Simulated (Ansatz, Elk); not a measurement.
**Bonding as seen by X-rays: CdP3**

The structure of CdP3 used here is made up (a known structure type with other elements) and was relaxed beforehand with PBE. The aim is the Fourier transform of its all-electron density, F(hkl), set beside the sum over free spherical atoms that refinements use.

Method: DFT, PBE, all-electron APW+lo, Dirac cores, scalar-relativistic bands, static density, no spin, in Elk 11.2.3 (patched build).

This account leaves out most program logs.

The structure was built from a prototype and need not be the compound's stable phase.

## (1) Set-up

Symmetry: C2/m, No. 12, monoclinic system. Conventional cell: a = 10.518 Å, b = 7.667 Å, c = 4.844 Å, α = 90.00°, β = 90.50°, γ = 90.00°. Nearest to Cd lie 5 P at 2.62 to 2.84 Å. Nearest to P lie 2 P at 2.19 to 2.21 Å and 2 Cd at 2.68 to 2.84 Å. Nearest to P lie 3 P at 2.21 to 2.25 Å and 1 Cd at 2.62 Å. Farther neighbours are not listed.

## (2) Ground state and structure factors

An all-electron density is needed, since X-rays see the cores too. Task 0 finds the density and task 195 Fourier-transforms it; tshift is off so that phases refer to the origin typed.

Input file elk.in:

```
tasks
  0
  195

xctype
  20

spinpol
  .false.

rgkmax
  7.0

gmaxvr
  14.0

lmaxo
  7

lmaxapw
  8

swidth
  0.002

tshift
  .false.

ramdisk
  .false.

hmaxvr
  5.5

maxscl
  120

epspot
  1e-06

sppath
  './'

avec
  13.44387287725 -7.24400029635 -1.84167631626
  13.44387287725 7.24400029635 -1.84167631626
  -5.26580130076 0.00000000000 7.48757020697

atoms
  2
  'Cd.in'
  2
  0.2419258138 0.2419258138 0.1897231186   0.000000 0.000000 0.000000
  0.7580741862 0.7580741862 0.8102768814   0.000000 0.000000 0.000000
  'P.in'
  6
  0.6279397501 0.1830728510 0.2145448077   0.000000 0.000000 0.000000
  0.8169271490 0.3720602499 0.7854551923   0.000000 0.000000 0.000000
  0.3720602499 0.8169271490 0.7854551923   0.000000 0.000000 0.000000
  0.1830728510 0.6279397501 0.2145448077   0.000000 0.000000 0.000000
  0.4074554325 0.4074554325 -0.0711664154   0.000000 0.000000 0.000000
  0.5925445675 0.5925445675 1.0711664154   0.000000 0.000000 0.000000

ngridk
  4 4 6
```

Launch:

```bash
$ OMP_NUM_THREADS=4 elk
```

Run time: 64 s. Hardware: 4 threads of INTEL XEON PLATINUM 8581C at 2.10GHz (Emerald Rapids), shared host; peak memory 0.35 GiB.

SFACRHO.OUT:

```text

h k l indices transformed by vhmat matrix:
   1.000000000       0.000000000       0.000000000    
   0.000000000       1.000000000       0.000000000    
   0.000000000       0.000000000       1.000000000    

      h      k      l  multipl.   |H|            Re(F)            Im(F)           |F|

      0      0      0      1   0.0000000       186.00000     -0.85720022E-16   186.00000    
     -1      0      0      4  0.53668048      -26.272604      0.80015938E-14   26.272604    
     -1     -1      0      2  0.63228425      -58.895691      0.45723393E-14   58.895691    
     -1     -1      1      2  0.68642645      -47.993859     -0.19432442E-13   47.993859    
      1     -1      0      2  0.86736403       64.148654      0.25115846E-15   64.148654    
     -2     -1      1      4  0.86915918      -82.031809      0.57154241E-14   82.031809    
      1      0     -1      4  0.87348540       60.281433     -0.44294537E-14   60.281433    
      2      2     -1      2  0.92920696      -32.758563      0.29720205E-13   32.758563    
      0      0     -1      2  0.93728529       63.866957     -0.68585089E-14   63.866957    
      1      2      0      4   1.0428771      -6.6626752     -0.80015938E-14   6.6626752    
      0     -2      0      4   1.0733610      -88.900290     -0.80015938E-14   88.900290    
      0     -2      1      4   1.1061201       29.694284      0.91446786E-14   29.694284    
      2      3     -1      4   1.2439716       98.019903      0.22861696E-14   98.019903    
      0      1      1      4   1.2530294      -88.192979      0.20575527E-13   88.192979    
      2      2      0      2   1.2645685       31.712972      0.11430848E-13   31.712972    
      3      1     -1      4   1.2711200       40.604725     -0.36578714E-13   40.604725    
     -1      1     -1      4   1.2770372       39.182704      0.91446786E-14   39.182704    
     -1      2      0      4   1.3389050       3.6586736      0.40007969E-14   3.6586736
```

Elk indexes on the primitive cell of elk.in and gives |H| = 4π sin θ/λ in inverse bohr. Below, one row stands for each form hkl of the conventional cell (m members, Friedel mates merged), F is for one primitive cell and the density is static (no thermal factor). Free-atom factors are Waasmaier and Kirfel's, and R is Σm||F|−|F'||/Σm|F|.

```csv
hkl,m,sin θ/λ (Å⁻¹),"abs F, DFT",neutral atoms,diff.
110,4,0.081,26.273,26.086,+0.187
200,2,0.095,58.896,59.237,-0.342
001,2,0.103,47.994,47.618,+0.376
020,2,0.130,64.149,64.641,-0.493
1 1 -1,4,0.131,82.032,82.107,-0.075
111,4,0.131,60.281,60.365,-0.083
2 0 -1,2,0.140,32.759,32.232,+0.526
201,2,0.141,63.867,63.357,+0.510
310,4,0.157,6.663,6.992,-0.330
220,4,0.161,88.900,89.001,-0.101
021,4,0.166,29.694,28.981,+0.713
3 1 -1,4,0.187,98.020,98.133,-0.113
311,4,0.188,88.193,88.314,-0.121
400,2,0.190,31.713,32.523,-0.810
2 2 -1,4,0.191,40.605,40.543,+0.062
221,4,0.192,39.183,39.361,-0.178
130,4,0.201,3.659,3.683,-0.024
002,2,0.206,48.063,48.422,-0.359
4 0 -1,2,0.216,17.743,17.662,+0.080
401,2,0.217,4.073,3.492,+0.581
1 1 -2,4,0.221,39.187,39.276,-0.089
112,4,0.222,54.446,54.237,+0.209
```

## (3) The highest occupied states alone

An energy window below the Fermi level keeps the highest occupied states, to see at which angles they scatter; shallow core shells can lie inside it and anion s states outside. No new self-consistency is needed.

elk.in, as its differences from that of step 2:

```diff
@@ -1,3 +1,2 @@
 tasks
-  0
   195
@@ -40,2 +39,5 @@
 
+wsfac
+  -0.199870 0.467630
+
 sppath
```

Launch:

```bash
$ OMP_NUM_THREADS=4 elk
```

Elapsed: 16 s, on 4 threads; peak memory 0.26 GiB; 20 s of CPU time.

States within 10 eV below the Fermi level hold 46.46 electrons; any levels below the window count with the cores, and a count that is not whole means the window cuts a band. Their amplitudes can exceed the total, where window and core parts have opposite phase:

```csv
hkl,sin θ/λ (Å⁻¹),"abs F, window","abs F, all"
110,0.081,4.932,26.273
200,0.095,13.758,58.896
001,0.103,9.933,47.994
020,0.130,12.170,64.149
1 1 -1,0.131,15.947,82.032
111,0.131,12.525,60.281
2 0 -1,0.140,4.007,32.759
201,0.141,10.894,63.867
310,0.157,0.958,6.663
220,0.161,14.677,88.900
```

## (4) Another functional

The difference from free atoms is small, so it is set against the change that PBEsol makes.

elk.in, as its differences from that of step 3:

```diff
@@ -1,2 +1,3 @@
 tasks
+  0
   195
@@ -4,3 +5,3 @@
 xctype
-  20
+  22
 
@@ -39,5 +40,2 @@
 
-wsfac
-  -0.199870 0.467630
-
 sppath
```

Launch:

```bash
$ OMP_NUM_THREADS=4 elk
```

Elapsed: 67 s, on 4 threads; peak memory 0.35 GiB.

Against the first run R = 0.03 %; the largest change is -0.069 at 021.

## (5) Basis size

The basis and the expansions that go with it are enlarged, to see whether the differences are converged.

elk.in, as its differences from that of step 4:

```diff
@@ -5,3 +5,3 @@
 xctype
-  22
+  20
 
@@ -11,12 +11,12 @@
 rgkmax
-  7.0
+  8.5
 
 gmaxvr
-  14.0
+  18.0
 
 lmaxo
-  7
+  9
 
 lmaxapw
-  8
+  10
```

Launch:

```bash
$ OMP_NUM_THREADS=4 elk
```

The job ended after 4.3 min (4 threads; peak memory 0.85 GiB).

Against the first run R = 0.00 %; the largest change is -0.006 at 043.

## (6) Settings against the effect

```csv
run,R against the first run (%),"R against neutral atoms, low angle (%)",wall time
"PBE, rgkmax 7",0.00,0.46,64 s
PBEsol,0.03,0.46,67 s
rgkmax 8.5 with larger expansions,0.00,0.46,4.3 min
```

## (7) Results

```yaml
r_against_neutral_atoms_sin_theta_lambda_0p3_a_minus1: 0.46 %
r_against_neutral_atoms_0p3_to_0p44_a_minus1: 0.46 %
```

Independent neutral atoms miss the calculated amplitudes by R = 0.46 % below 0.3 Å⁻¹ and 0.46 % from there to 0.44 Å⁻¹; by shells, 0.49 % below 0.15 Å⁻¹ (8 forms), 0.45 % 0.15 to 0.3 (42 forms), 0.46 % 0.3 to 0.45 (99 forms). Bonding, aspherical density and the tables' own atoms all enter these figures, and the runs don't part them. The largest change of an amplitude is -0.81 electrons, at 400. Weak lines can change much in proportion: 401 goes from 3.49 to 4.07. Below 0.3 Å⁻¹ the changes that finished (PBEsol and rgkmax 8.5 with larger expansions) move F by R = 0.04 % at most, against the 0.46 % that separates it from free atoms. The k-mesh has no finished test. Part of the difference isn't bonding: the tables are fits to free atoms and ions calculated by other methods than this functional. Thermal motion, anomalous dispersion and extinction are left out.

[Logs are printed without paths, hosts, clocks, repeated set-up lines and the standing remarks that a program may print on its own settings, such as how far it seeks lower states.]

[Hosts, paths, dates, database ids (printed as entryN), source tags and the programs' standing remarks are cut or masked in the printed files.]
